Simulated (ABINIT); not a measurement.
# CdS (Greenockite): G0W0 with ABINIT, start to end, part 2 of 3

Aim: the G0W0 gap of CdS (Greenockite) on PBE, step by step.

ABINIT 10.8.3; PBE and many-body steps on it, plane waves. Known limits of the many-body steps: not at the basis limit; no spin-orbit coupling; coarse k mesh.

So far. Step 2 (Ground state): The gap is direct, at Γ.

The database entry behind the starting cell differs from later determinations by our own check (about 0.35 % long), so it need not match the best structure at ambient conditions.

### 3. Bands along the symmetry lines

Level of this step: DFT, PBE, plane waves, norm-conserving pseudopotentials (ABINIT).

Levels along a band path, at the cheap level, show where the edges lie and whether the meshes to come will hold them.

Contents of run.abi:

```
acell 3*1.0 Angstrom
rprim 
  4.149999999997 0.000000000001 0.000000000000
  -2.074999999999 3.594005425702 0.000000000000
  0.000000000000 0.000000000000 6.737000000000
ntypat 2
znucl 48 16
natom 4
typat 1 1 2 2
xred 
  0.333333333333 0.666666666667 0.000000000000
  0.666666666667 0.333333333333 0.500000000000
  0.333333333333 0.666666666667 0.375000000000
  0.666666666667 0.333333333333 0.875000000000
pp_dirpath "pseudos"
pseudos "Cd.upf, S.upf"
ecut 47
iscf -2
irdden 1
kptopt 0
nkpt 75
kpt 
  0.00000000 0.00000000 0.00000000
  0.06250000 0.00000000 0.00000000
  0.12500000 0.00000000 0.00000000
  0.18750000 0.00000000 0.00000000
  0.25000000 0.00000000 0.00000000
  0.31250000 0.00000000 0.00000000
  0.37500000 0.00000000 0.00000000
  0.43750000 0.00000000 0.00000000
  0.50000000 0.00000000 0.00000000
  0.47916667 0.04166667 0.00000000
  0.45833333 0.08333333 0.00000000
  0.43750000 0.12500000 0.00000000
  0.41666666 0.16666666 0.00000000
  0.39583333 0.20833333 0.00000000
  0.37500000 0.25000000 0.00000000
  0.35416666 0.29166666 0.00000000
  0.33333333 0.33333333 0.00000000
  0.29166666 0.29166666 0.00000000
  0.25000000 0.25000000 0.00000000
  0.20833333 0.20833333 0.00000000
  0.16666666 0.16666666 0.00000000
  0.12500000 0.12500000 0.00000000
  0.08333333 0.08333333 0.00000000
  0.04166667 0.04166667 0.00000000
  0.00000000 0.00000000 0.00000000
  0.00000000 0.00000000 0.06250000
  0.00000000 0.00000000 0.12500000
  0.00000000 0.00000000 0.18750000
  0.00000000 0.00000000 0.25000000
  0.00000000 0.00000000 0.31250000
  0.00000000 0.00000000 0.37500000
  0.00000000 0.00000000 0.43750000
  0.00000000 0.00000000 0.50000000
  0.06250000 0.00000000 0.50000000
  0.12500000 0.00000000 0.50000000
  0.18750000 0.00000000 0.50000000
  0.25000000 0.00000000 0.50000000
  0.31250000 0.00000000 0.50000000
  0.37500000 0.00000000 0.50000000
  0.43750000 0.00000000 0.50000000
  0.50000000 0.00000000 0.50000000
  0.47916667 0.04166667 0.50000000
  0.45833333 0.08333333 0.50000000
  0.43750000 0.12500000 0.50000000
  0.41666666 0.16666666 0.50000000
  0.39583333 0.20833333 0.50000000
  0.37500000 0.25000000 0.50000000
  0.35416666 0.29166666 0.50000000
  0.33333333 0.33333333 0.50000000
  0.29166666 0.29166666 0.50000000
  0.25000000 0.25000000 0.50000000
  0.20833333 0.20833333 0.50000000
  0.16666666 0.16666666 0.50000000
  0.12500000 0.12500000 0.50000000
  0.08333333 0.08333333 0.50000000
  0.04166667 0.04166667 0.50000000
  0.00000000 0.00000000 0.50000000
  0.50000000 0.00000000 0.50000000
  0.50000000 0.00000000 0.43750000
  0.50000000 0.00000000 0.37500000
  0.50000000 0.00000000 0.31250000
  0.50000000 0.00000000 0.25000000
  0.50000000 0.00000000 0.18750000
  0.50000000 0.00000000 0.12500000
  0.50000000 0.00000000 0.06250000
  0.50000000 -0.00000000 0.00000000
  0.33333333 0.33333333 0.50000000
  0.33333333 0.33333333 0.43750000
  0.33333333 0.33333333 0.37500000
  0.33333333 0.33333333 0.31250000
  0.33333333 0.33333333 0.25000000
  0.33333333 0.33333333 0.18750000
  0.33333333 0.33333333 0.12500000
  0.33333333 0.33333333 0.06250000
  0.33333333 0.33333333 0.00000000
istwfk *1
nband 33
nbdbuf 2
tolwfr 1e-08
nstep 40
prtwf 0
prtvol 0
indata_prefix "in"
outdata_prefix "out"
tmpdata_prefix "tmp"
```

The run is started by

```console
$ OMP_NUM_THREADS=1 mpirun -n 4 abinit run.abi > log
```

Numbers of over 12 decimals in the logs are rounded to 6 here.

Log:

```text
.Version 10.8.3 of ABINIT. v10.8.2 released Aug 2026.

 Symmetries : space group P6_3 m c (#186); Bravais hP (primitive hexag.)
[... echo of the input left out ...]
== DATASET  1 ==================================================================
-   mpi_nproc: 4, omp_nthreads: 1 (-1 if OMP is not activated)

--- !DatasetInfo
iteration_state: {dtset: 1, }
dimensions: {natom: 4, nkpt: 75, mband: 33, nsppol: 1, nspinor: 1, nspden: 1, mpw: 10472, }
cutoff_energies: {ecut:  47.0, pawecutdg:  -1.0, }
electrons: {nelect:   5.20000000E+01, charge:   0.00000000E+00, occopt:   1.00000000E+00, tsmear:   1.00000000E-02, }

 Real(R)+Recip(G) space primitive vectors, cartesian coordinates (Bohr,Bohr^-1):
 R(1)=  7.8423634  0.0000000  0.0000000  G(1)=  0.1275126  0.0736194  0.0000000
 R(2)= -3.9211817  6.7916859  0.0000000  G(2)=  0.0000000  0.1472388  0.0000000
 R(3)=  0.0000000  0.0000000 12.7310849  G(3)=  0.0000000  0.0000000  0.0785479
 Unit cell volume ucvol=  6.7809411E+02 bohr^3
 Angles (23,13,12)=  9.00000000E+01  9.00000000E+01  1.20000000E+02 degrees

 getcut: wavevector=  0.0000  0.0000  0.0000  ngfft=  50  50  80
         ecut(hartree)=     47.000   => boxcut(ratio)=   2.03615

--- Pseudopotential description ------------------------------------------------
- Cd Generated using ONCVPSP code by D. R. Hamann
- 48.00000  20.00000  171031                  znucl, zion, pspdat
12 -101130 2 -1 1368                          pspcod,pspxc,lmax,lloc,mmax
     nproj     2     2     2
  pspatm : epsatm=   23.16453630
         --- l  ekb(1:nproj) -->
             0   51.917189    3.534234
             1    8.636196    1.282240
             2    0.687672   -0.678465
 pspatm: atomic psp has been read  and splines computed

- S Generated using ONCVPSP code by D. R. Hamann
- 16.00000   6.00000  171031                  znucl, zion, pspdat
12 -101130 2 -1 1146                          pspcod,pspxc,lmax,lloc,mmax
     nproj     2     2     2
  pspatm : epsatm=    9.01821529
         --- l  ekb(1:nproj) -->
[...]
pspatm: atomic psp has been read  and splines computed

--------------------------------------------------------------------------------

================================================================================
 prteigrs : about to open file out_EIG
 Non-SCF case, kpt    1 (  0.00000  0.00000  0.00000), residuals and eigenvalues=
  4.20E-09  3.82E-09  2.66E-09  6.00E-09  2.96E-09  8.45E-09  4.62E-09  3.65E-09
  2.86E-09  4.98E-09  4.90E-09  3.07E-09  9.78E-09  2.68E-09  5.38E-09  3.09E-09
  5.07E-09  7.33E-09  6.83E-09  8.47E-09  6.12E-09  7.66E-09  6.25E-09  2.29E-09
[...]
7.10E-05
 -3.5687E+00 -3.5687E+00 -2.1379E+00 -2.1379E+00 -2.1379E+00 -2.1379E+00
 -2.1379E+00 -2.1379E+00 -2.9668E-01 -2.8101E-01 -1.2673E-01 -1.2592E-01
 -1.2592E-01 -1.2278E-01 -1.2278E-01 -1.1132E-01 -1.1132E-01 -1.0804E-01
[...]
1.08E-05
[...]
Non-SCF case, kpt   74 (  0.33333  0.33333  0.06250), residuals and eigenvalues=
[...]
Non-SCF case, kpt   75 (  0.33333  0.33333  0.00000), residuals and eigenvalues=
[...]
-9.0833E-02 -9.0833E-02  2.1629E-02  2.1629E-02  4.3470E-02  8.7976E-02
  8.7976E-02  9.6673E-02  3.2619E-01  3.4132E-01  3.4132E-01  4.1750E-01
[...]
--- !ResultsGS
iteration_state: {dtset: 1, }
comment   : Summary of ground state results
lattice_vectors:
- [  7.8423634,   0.0000000,   0.0000000, ]
- [ -3.9211817,   6.7916859,   0.0000000, ]
- [  0.0000000,   0.0000000,  12.7310849, ]
lattice_lengths: [   7.84236,    7.84236,   12.73108, ]
lattice_angles: [ 90.000,  90.000, 120.000, ] # degrees, (23, 13, 12)
lattice_volume:   6.7809411E+02
convergence: {deltae:  0.000E+00, res2:  0.000E+00, residm:  9.996E-09, diffor:  0.000E+00, }
etotal    :  -3.72836057E+02
entropy   :   0.00000000E+00
fermie    :   1.55019630E-01
cartesian_stress_tensor: null
pressure_GPa: null
xred      :
- [  3.3333E-01,   6.6667E-01,   0.0000E+00, Cd]
- [  6.6667E-01,   3.3333E-01,   5.0000E-01, Cd]
- [  3.3333E-01,   6.6667E-01,   3.7500E-01,  S]
- [  6.6667E-01,   3.3333E-01,   8.7500E-01,  S]
cartesian_forces: null
force_length_stats: {min: null, max: null, mean: null, }

 Integrated electronic density in atomic spheres:
 ------------------------------------------------
 Atom  Sphere_radius  Integrated_density
[...]
================================================================================

 ----iterations are completed or convergence reached----

 Mean square residual over all n,k,spin=   49.366E-10; max=  99.965E-10
 reduced coordinates (array xred) for    4 atoms
[...]
0.333333333333      0.666666666667      0.375000000000
       0.666666666667      0.333333333333      0.875000000000

 cartesian coordinates (angstrom) at end:
    1     -3.3e-13     2.396004     0.000000
    2      2.075000     1.198002     3.368500
    3     -3.3e-13     2.396004     2.526375
    4      2.075000     1.198002     5.894875
 length scales=  1.889726125908  1.889726125908  1.889726125908 bohr
              =  1.000000000000  1.000000000000  1.000000000000 angstroms
 prteigrs : about to open file out_EIG
 Eigenvalues (hartree) for nkpt=  75  k points:
 kpt#   1, nband= 33, wtk=  1.00000, kpt=  0.0000  0.0000  0.0000 (reduced coord)
[...]
kpt#   2, nband= 33, wtk=  1.00000, kpt=  0.0625  0.0000  0.0000 (reduced coord)
[...]
kpt#   3, nband= 33, wtk=  1.00000, kpt=  0.1250  0.0000  0.0000 (reduced coord)
[...]
kpt#  74, nband= 33, wtk=  1.00000, kpt=  0.3333  0.3333  0.0625 (reduced coord)
[...]
0.47709
 kpt#  75, nband= 33, wtk=  1.00000, kpt=  0.3333  0.3333  0.0000 (reduced coord)
[...]
-0.11065   -0.10856   -0.09083   -0.09083    0.02163    0.02163    0.04347    0.08798
   0.08798    0.09667    0.32619    0.34132    0.34132    0.41750    0.42744    0.42744
   0.47332

== END DATASET(S) ==============================================================
================================================================================

 -outvars: echo values of variables after computation  --------
            nband          33
             nkpt          75
          spgroup         186
 [... the other variables as echoed above ...]

 Calculation completed.
```

Run time: 3.1 min. Hardware: 4 MPI ranks of Arm Neoverse V1, shared host; peak memory 0.73 GiB; 12 min of CPU time.

This step gave:

| Item | Value |
| --- | --- |
| gap | 1.196 eV |
| k of the valence top | 0, 0, 0 |
| k of the conduction bottom | 0, 0, 0 |
| least direct gap | 1.196 eV |

The gap is 1.196 eV, as in the run before at this level.

Electronic bands along the path, in eV, zero at the top of the highest filled band:

```csv
point,band 23,band 24,band 25,band 26,band 27,band 28,band 29,band 30
Γ,-0.75,-0.04,0.00,0.00,1.20,2.79,6.46,6.46
halfway,-1.91,-1.34,-0.49,-0.36,2.97,4.00,5.50,6.41
M,-2.61,-1.84,-1.28,-0.72,3.70,3.89,5.11,6.38
halfway,-2.65,-2.14,-1.42,-1.18,4.31,4.69,4.94,6.43
K,-3.04,-1.82,-1.82,-1.59,4.66,5.07,5.07,7.14
halfway,-2.35,-1.63,-0.65,-0.61,3.39,4.51,5.56,5.80
Γ,-0.75,-0.04,0.00,0.00,1.20,2.79,6.46,6.46
halfway,-0.65,-0.65,-0.12,-0.12,2.08,2.86,6.31,6.53
A,-0.39,-0.39,-0.39,-0.39,2.84,2.84,6.18,6.18
halfway,-1.30,-1.30,-0.88,-0.88,3.81,3.81,5.41,5.41
L,-1.32,-1.32,-1.31,-1.31,3.48,3.48,5.39,5.39
halfway,-1.92,-1.92,-1.15,-1.15,4.01,4.01,5.71,5.71
H,-2.37,-2.37,-1.10,-1.10,4.39,4.39,6.09,6.09
halfway,-1.33,-1.33,-1.17,-1.17,4.13,4.13,5.42,5.42
A,-0.39,-0.39,-0.39,-0.39,2.84,2.84,6.18,6.18
jump to L,-1.32,-1.32,-1.31,-1.31,3.48,3.48,5.39,5.39
halfway,-2.11,-1.69,-1.10,-0.91,3.32,3.91,5.57,5.63
M,-2.61,-1.84,-1.28,-0.72,3.70,3.89,5.11,6.38
jump to H,-2.37,-2.37,-1.10,-1.10,4.39,4.39,6.09,6.09
halfway,-2.85,-1.84,-1.45,-1.45,4.77,4.77,5.10,6.74
K,-3.04,-1.82,-1.82,-1.59,4.66,5.07,5.07,7.14
```

### 4. Empty states on the mesh, 3×3×2 mesh, 73 bands

The sums over transitions need many empty states on a uniform mesh; this step solves for them.

Contents of run.abi:

```
acell 3*1.0 Angstrom
rprim 
  4.149999999997 0.000000000001 0.000000000000
  -2.074999999999 3.594005425702 0.000000000000
  0.000000000000 0.000000000000 6.737000000000
ntypat 2
znucl 48 16
natom 4
typat 1 1 2 2
xred 
  0.333333333333 0.666666666667 0.000000000000
  0.666666666667 0.333333333333 0.500000000000
  0.333333333333 0.666666666667 0.375000000000
  0.666666666667 0.333333333333 0.875000000000
pp_dirpath "pseudos"
pseudos "Cd.upf, S.upf"
ecut 47
ngkpt 3 3 2
nshiftk 1
shiftk 0 0 0
kptopt 1
chksymbreak 0
iscf -2
irdden 1
istwfk *1
nband 73
nbdbuf 6
tolwfr 1e-09
nstep 60
prtvol 0
indata_prefix "in"
outdata_prefix "out"
tmpdata_prefix "tmp"
```

Log:

```text
.Version 10.8.3 of ABINIT. v10.8.2 released Aug 2026.

 Symmetries : space group P6_3 m c (#186); Bravais hP (primitive hexag.)
[... echo of the input left out ...]
== DATASET  1 ==================================================================
-   mpi_nproc: 4, omp_nthreads: 1 (-1 if OMP is not activated)

--- !DatasetInfo
iteration_state: {dtset: 1, }
dimensions: {natom: 4, nkpt: 6, mband: 73, nsppol: 1, nspinor: 1, nspden: 1, mpw: 10458, }
cutoff_energies: {ecut:  47.0, pawecutdg:  -1.0, }
electrons: {nelect:   5.20000000E+01, charge:   0.00000000E+00, occopt:   1.00000000E+00, tsmear:   1.00000000E-02, }

 Real(R)+Recip(G) space primitive vectors, cartesian coordinates (Bohr,Bohr^-1):
 R(1)=  7.8423634  0.0000000  0.0000000  G(1)=  0.1275126  0.0736194  0.0000000
 R(2)= -3.9211817  6.7916859  0.0000000  G(2)=  0.0000000  0.1472388  0.0000000
 R(3)=  0.0000000  0.0000000 12.7310849  G(3)=  0.0000000  0.0000000  0.0785479
 Unit cell volume ucvol=  6.7809411E+02 bohr^3
 Angles (23,13,12)=  9.00000000E+01  9.00000000E+01  1.20000000E+02 degrees

 getcut: wavevector=  0.0000  0.0000  0.0000  ngfft=  50  50  80
         ecut(hartree)=     47.000   => boxcut(ratio)=   2.03615

--- Pseudopotential description ------------------------------------------------
- Cd Generated using ONCVPSP code by D. R. Hamann
- 48.00000  20.00000  171031                  znucl, zion, pspdat
12 -101130 2 -1 1368                          pspcod,pspxc,lmax,lloc,mmax
     nproj     2     2     2
  pspatm : epsatm=   23.16453630
         --- l  ekb(1:nproj) -->
             0   51.917189    3.534234
             1    8.636196    1.282240
             2    0.687672   -0.678465
 pspatm: atomic psp has been read  and splines computed

- S Generated using ONCVPSP code by D. R. Hamann
- 16.00000   6.00000  171031                  znucl, zion, pspdat
12 -101130 2 -1 1146                          pspcod,pspxc,lmax,lloc,mmax
     nproj     2     2     2
  pspatm : epsatm=    9.01821529
         --- l  ekb(1:nproj) -->
[...]
pspatm: atomic psp has been read  and splines computed

--------------------------------------------------------------------------------

================================================================================
 prteigrs : about to open file out_EIG
 Non-SCF case, kpt    1 (  0.00000  0.00000  0.00000), residuals and eigenvalues=
  5.17E-10  7.32E-10  3.40E-10  7.75E-10  2.74E-10  3.62E-10  7.85E-10  7.01E-10
  2.46E-10  4.58E-10  1.57E-10  1.79E-10  2.70E-10  1.08E-10  1.64E-10  1.86E-10
  6.04E-10  1.39E-10  3.08E-10  2.52E-10  6.15E-10  2.00E-10  6.50E-10  6.25E-10
[...]
4.83E-07
 -3.5687E+00 -3.5687E+00 -2.1379E+00 -2.1379E+00 -2.1379E+00 -2.1379E+00
 -2.1379E+00 -2.1379E+00 -2.9668E-01 -2.8101E-01 -1.2673E-01 -1.2592E-01
 -1.2592E-01 -1.2278E-01 -1.2278E-01 -1.1132E-01 -1.1132E-01 -1.0804E-01
[...]
1.0906E+00  1.1264E+00  1.1399E+00  1.1418E+00  1.1418E+00  1.1664E+00
  1.1664E+00  1.1735E+00  1.2347E+00  1.2535E+00  1.2736E+00  1.2740E+00
  1.3090E+00
 prteigrs : prtvol=0 or 1, do not print more k-points.

--- !ResultsGS
iteration_state: {dtset: 1, }
comment   : Summary of ground state results
lattice_vectors:
- [  7.8423634,   0.0000000,   0.0000000, ]
- [ -3.9211817,   6.7916859,   0.0000000, ]
- [  0.0000000,   0.0000000,  12.7310849, ]
lattice_lengths: [   7.84236,    7.84236,   12.73108, ]
lattice_angles: [ 90.000,  90.000, 120.000, ] # degrees, (23, 13, 12)
lattice_volume:   6.7809411E+02
convergence: {deltae:  0.000E+00, res2:  0.000E+00, residm:  9.985E-10, diffor:  0.000E+00, }
etotal    :  -3.72836057E+02
entropy   :   0.00000000E+00
fermie    :   1.55019630E-01
cartesian_stress_tensor: null
pressure_GPa: null
xred      :
- [  3.3333E-01,   6.6667E-01,   0.0000E+00, Cd]
- [  6.6667E-01,   3.3333E-01,   5.0000E-01, Cd]
- [  3.3333E-01,   6.6667E-01,   3.7500E-01,  S]
- [  6.6667E-01,   3.3333E-01,   8.7500E-01,  S]
cartesian_forces: null
force_length_stats: {min: null, max: null, mean: null, }

 Integrated electronic density in atomic spheres:
 ------------------------------------------------
 Atom  Sphere_radius  Integrated_density
[...]
================================================================================

 ----iterations are completed or convergence reached----

 Mean square residual over all n,k,spin=   46.334E-11; max=  99.847E-11
 reduced coordinates (array xred) for    4 atoms
[...]
0.333333333333      0.666666666667      0.375000000000
       0.666666666667      0.333333333333      0.875000000000

 cartesian coordinates (angstrom) at end:
    1     -3.3e-13     2.396004     0.000000
    2      2.075000     1.198002     3.368500
    3     -3.3e-13     2.396004     2.526375
    4      2.075000     1.198002     5.894875
 length scales=  1.889726125908  1.889726125908  1.889726125908 bohr
              =  1.000000000000  1.000000000000  1.000000000000 angstroms
 prteigrs : about to open file out_EIG
 Eigenvalues (hartree) for nkpt=   6  k points:
 kpt#   1, nband= 73, wtk=  0.05556, kpt=  0.0000  0.0000  0.0000 (reduced coord)
[...]
1.04942    1.04942    1.05941    1.09057    1.09057    1.12641    1.13986    1.14184
   1.14184    1.16637    1.16637    1.17347    1.23468    1.25347    1.27365    1.27398
   1.30898
 prteigrs : prtvol=0 or 1, do not print more k-points.

== END DATASET(S) ==============================================================
================================================================================

 -outvars: echo values of variables after computation  --------
            nband          73
             nkpt           6
          spgroup         186
 [... the other variables as echoed above ...]

 Calculation completed.
```

Wall time 50 s (4 MPI ranks); peak memory 0.4 GiB; 3.3 min of CPU time.

Numbers from this step:

```
gap                                                           : 1.196 eV
k of the valence top                                          : 0, 0, 0
k of the conduction bottom                                    : 0, 0, 0
least direct gap                                              : 1.196 eV
k points computed                                             : 6
lowest point of the top converged band, above the valence top : 27.07 eV
```

On this mesh the gap is 1.196 eV.

(Continued in part 3 of 3.)

[Paths, hosts, dates, memory and timing lines, banners, echoed tables and standing remarks are left out of the program output.]

[Logs are printed without paths, hosts, clocks, repeated set-up lines and the standing remarks that a program may print on its own settings, such as how far it seeks lower states.]

[Runs of the session that timed out or met a known fault of the program may be left out.]

[Hosts, paths, dates, database ids (printed as entryN), source tags and the programs' standing remarks are cut or masked in the printed files.]

[G0W0 gaps are taken among the corrected bands and points alone; a level outside them can change the order at an edge.]

[Where Ansatz stands beside ABINIT at settings called matched, ABINIT's density can come from a denser mesh and the files from another edition; pairs whose starting gaps differed by over 0.03 eV were left out, so agreement reads better than it is.]
